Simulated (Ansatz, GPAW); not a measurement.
# Work function of a 5-layer slab of Cr(110) at several levels, part 2 of 2

Aim: the work function of both faces of a 5-layer slab of Cr(110), and its spread over functionals and bases.

GPAW 26.7.0 and Ansatz 0.2.0; GPAW, PAW setups; slab in vacuum (the session's first sound run).

So far, upper work function (eV): step 2 (relaxing the atoms, PBE, GPAW) 4.69; step 5 (self-consistent run: xc = "revPBE") 4.56; step 6 (self-consistent run: xc = "RPBE") 4.54; step 7 (real-space grid: mode = "fd", PBE, GPAW) 4.69; step 8 (atomic orbitals: mode = "lcao", PBE, GPAW) 4.35.

### Step 10. A second plane-wave code

A second program with its own datasets checks the number independently.

This step: Ansatz plane waves; slab in vacuum with a dipole correction; PAW set soft_1 (Ansatz 0.2.0).

File input.yaml:

```yaml
crystal:
  lattice:
    - [2.0364675298, -1.44, 0.0]
    - [2.0364675298, 1.44, 0.0]
    - [0.0, 0.0, 22.1458701193]
  atoms:
    - { symbol: Cr, position: [0.0, 0.0, 0.3160860225] }
    - { symbol: Cr, position: [0.5000006065, 0.5000006065, 0.4080431228] }
    - { symbol: Cr, position: [0.0, 0.0, 0.4978173574] }
    - { symbol: Cr, position: [0.5000006065, 0.5000006065, 0.5885883105] }
    - { symbol: Cr, position: [0.0, 0.0, 0.6734809942] }
kpoints:
  mp_grid: { grid: [13, 13, 1] }
hamiltonian:
  xc: pbe
  pseudopotentials: { kind: paw, azcp: { folder: soft_1 } }
scf:
  occupations: { method: fermi_dirac, width: 0.1 }
efield:
  axis: 3
  dipole_correction: true
  ramp_width: 0.05
output:
  forces: true
  write_potential: true
  write_density: true
  volumetric_format: npy
```

The run is started by

```console
> ansatz run input.yaml --threads 4 --pin off --max-ram 8192MiB --backend cpu --events-out ev --progress --plain --runs-dir out
```

Elapsed: 9.1 s, on 4 threads of Intel Xeon Platinum 8488C (Sapphire Rapids), shared host; peak memory 0.66 GiB.

Numbers from this step:

| Property | Result |
| --- | --- |
| free energy | -16886.3321 eV |
| smearing term TS | 0.1728 eV |
| symmetry operations | 4 |
| upper work function | 4.720 eV |
| lower work function | 4.879 eV |
| dipole along the normal | 0.005132 e·Å |
| dipole field | 0.007150 V/Å |
| vacuum level above | 10.85 eV |
| vacuum level below | 11.00 eV |

The electrostatic potential energy of an electron (with the applied field's), less the Fermi level, planar mean by z:

```tsv
z (Å)	electrostatic potential energy of an electron (with the applied field's), less the Fermi level, planar mean (eV)
0.0	4.82
0.5	4.88
1.0	4.88
1.5	4.88
2.0	4.88
2.5	4.88
3.0	4.88
3.5	4.87
4.0	4.84
4.5	4.74
5.0	4.41
5.5	3.34
6.0	-0.0546
6.5	-10.3
7.0	-14.3
7.5	-10.2
8.0	-2.07
8.5	-9.66
9.0	-14.6
9.5	-11.1
10.0	-2.75
10.5	-9.99
11.0	-14.5
11.5	-10.9
12.0	-2.56
12.5	-9.78
13.0	-14.7
13.5	-11.2
14.0	-3.99
14.5	-11.8
15.0	-14.2
15.5	-8.55
16.0	0.780
16.5	3.48
17.0	4.34
17.5	4.61
18.0	4.69
18.5	4.71
19.0	4.72
19.5	4.72
20.0	4.72
20.5	4.72
21.0	4.72
21.5	4.73
```

The valence density, planar mean oscillates, so the rows of the table below give means over windows of 1.99 Å about each position, cut where the curve ends. Its maxima inside the range that stand out by 2 % of the span (Å: e/Å³): 6.9: 2.57, 9.0: 2.60, 11.1: 2.58, 13.0: 2.58, 14.9: 2.62. Its minima: 8.0: 0.324, 10.0: 0.341, 12.0: 0.335, 14.0: 0.393.

Valence density, planar mean against z; means over each step:

z (Å), valence density, planar mean (e/Å³) and a bar:
```
     0.99       0.00 
     2.98       0.00 
     4.97       0.03 #
     6.96       1.16 #############################
     8.95       1.19 ##############################
    10.94       1.20 ##############################
    12.93       1.21 ##############################
    14.92       1.18 #############################
    16.91       0.03 #
    18.90       0.00 
    20.89       0.00
```

Force by atom:

```tsv
atom	x (eV/Å)	y (eV/Å)	z (eV/Å)	size
Cr1	0.000	0.000	0.722	0.722
Cr2	0.000	0.000	-0.769	0.769
Cr3	0.000	0.000	0.015	0.015
Cr4	0.000	0.000	-0.079	0.079
Cr5	0.000	0.000	0.111	0.111
```

The upper face's work function is 4.720 eV, against 4.689 eV in the first plane-wave PBE run at this geometry.

### Step 11. Side by side

Results and costs are gathered.

This step: comparison of work functions, dipole and cost; PAW set soft_1 (GPAW 26.7.0).

Ladder, by row:

```tsv
step	code	work function, upper (eV)	work function, lower (eV)	dipole (e Å)	wall time (s)	peak memory (GiB)	threads
pw	GPAW	4.689	4.844	0.005626	93.88	0.22	1
LDA	GPAW	4.977	5.126	0.005451	159.9	0.22	1
revPBE	GPAW	4.559	4.715	0.005674	93.56	0.22	1
RPBE	GPAW	4.538	4.695	0.005677	91.01	0.22	1
fd	GPAW	4.687	4.841	0.005009	809	0.73	1
lcao	GPAW	4.35	4.473	0.004012	1616	0.28	1
ansatz	Ansatz	4.72	4.879	0.005132	9.05	0.661	4
```

### Step 12. A changed run

One more run, with changed settings.

This step: GPAW, PAW setups; slab in vacuum (GPAW 26.7.0).

File run.py:

```python
import json
import numpy as np
from ase import Atoms
from gpaw import GPAW, PW

slab = Atoms(
    ['Cr', 'Cr', 'Cr', 'Cr', 'Cr'],
    positions=[
        [0.00000, 0.00000, 7.00000],
        [2.03647, -0.00000, 9.03647],
        [0.00000, -0.00000, 11.02460],
        [2.03647, -0.00000, 13.03480],
        [-0.00000, -0.00000, 14.91482]],
    cell=[[2.03647, -1.44, 0.0], [2.03647, 1.44, 0.0], [0.0, 0.0, 22.14587]],
    pbc=[True, True, False])

slab.calc = GPAW(mode=PW(140), xc='PBE', kpts={'size': (13, 13, 1), 'gamma': True},
                 occupations={'name': 'fermi-dirac', 'width': 0.1}, nbands='160%',
                 convergence={'density': 1e-05}, maxiter=75,
                 poissonsolver={'dipolelayer': 'xy'},
                 symmetry={'tolerance': 1e-3}, txt='slab.txt')
result = {}
energy = slab.get_potential_energy()
fermi = slab.calc.get_fermi_level()
v = slab.calc.get_electrostatic_potential().mean((0, 1)) - fermi
n = slab.calc.get_pseudo_density().mean((0, 1))
L = slab.cell[2, 2]
z = np.arange(len(v)) * L / len(v)
low, high = slab.positions[:, 2].min(), slab.positions[:, 2].max()
below, above = np.interp([low - 4.8, high + 4.8], z, v)
slopes = [np.interp(x, z, np.gradient(v, z)) for x in (low - 4.8, high + 4.8)]
eps = np.array([[slab.calc.get_eigenvalues(k, s) for k in range(len(slab.calc.get_ibz_k_points()))]
                for s in range(slab.calc.get_number_of_spins())]) - fermi
top, bottom = eps[eps < 0].max(), eps[eps > 0].min()
dipole = slab.get_dipole_moment()[2]
print(f'energy {energy:.4f} eV, Fermi level {fermi:.4f} eV, dipole {dipole:.5f} e A')
print(f'potential 4.8 A off the faces, from the Fermi level: lower {below:.4f} eV, upper {above:.4f} eV')
print(f'slope of the potential there: lower {slopes[0]:.5f}, upper {slopes[1]:.5f} eV/A')
print(f'nearest levels on the mesh: {top:.4f} and {bottom:.4f} eV')
print('magnetic moment', round(slab.get_magnetic_moment(), 3))
result.update(energy=energy, fermi=fermi, dipole=dipole, below=below, above=above, slopes=slopes, edges=[top, bottom],
              z=z.tolist(), v=v.tolist(), n=n.tolist(), positions=slab.positions.tolist(),
              forces=slab.get_forces(apply_constraint=False).tolist(), moments=slab.get_magnetic_moments().tolist())
json.dump(result, open('result.json', 'w'))
```

The run is started by

```console
> OMP_NUM_THREADS=1 OPENBLAS_NUM_THREADS=1 python run.py
```

Elapsed: 46 s, on 1 thread; peak memory 0.15 GiB.

The run finished. A setting was moved off its sound value on purpose, so it serves as a test and not as the result.

The fault put into the input: a cutoff far too low (ecut = 140).

### Step 13. Results

| Item | Value |
| --- | --- |
| work function, upper and lower face | 4.689 and 4.844 eV |
| dipole along the normal | 0.00563 e Å |

In words: With plane waves and PBE the work function is 4.69 eV on the upper face and 4.84 eV on the lower. The two faces differ by 0.16 eV, the step that the slab's dipole makes (e p/(ε0 A) gives 0.17 eV), so the dipole layer is needed. The lowest atoms were held at bulk positions, which alone makes the faces unlike. The measured value for polycrystalline Cr, which weights the faces of low work function, is 4.5 eV (as compiled in "Anisotropic work function of elemental crystals", 2019, arxiv:1902.07811); the relaxed upper face lies 0.19 eV over it with PBE, and RPBE comes nearest (4.54 eV). Measured work functions scatter by a tenth of an eV or more between methods. Over the sound runs of the table the upper face's work function spans 4.350 (lcao) to 4.977 eV (LDA). Atomic orbitals miss the plane-wave value by -0.34 eV, since they describe the tail of the density in the vacuum poorly. The two plane-wave codes differ by 0.031 eV on the upper face. The runs had no spin polarisation, so a magnetic state, which thin layers of d-metal atoms can have, wasn't tested. The slab is only 7.9 Å thick between its outer nuclei, so the values belong to this film more than to the surface of the bulk metal. The in-plane lattice was kept as typed, which isn't the functional's own and leaves some strain; spin-orbit coupling and temperature are left out.

[Logs are printed without paths, hosts, clocks, repeated set-up lines and the standing remarks that a program may print on its own settings, such as how far it seeks lower states.]

[Hosts, paths, dates, database ids (printed as entryN), source tags and the programs' standing remarks are cut or masked in the printed files.]
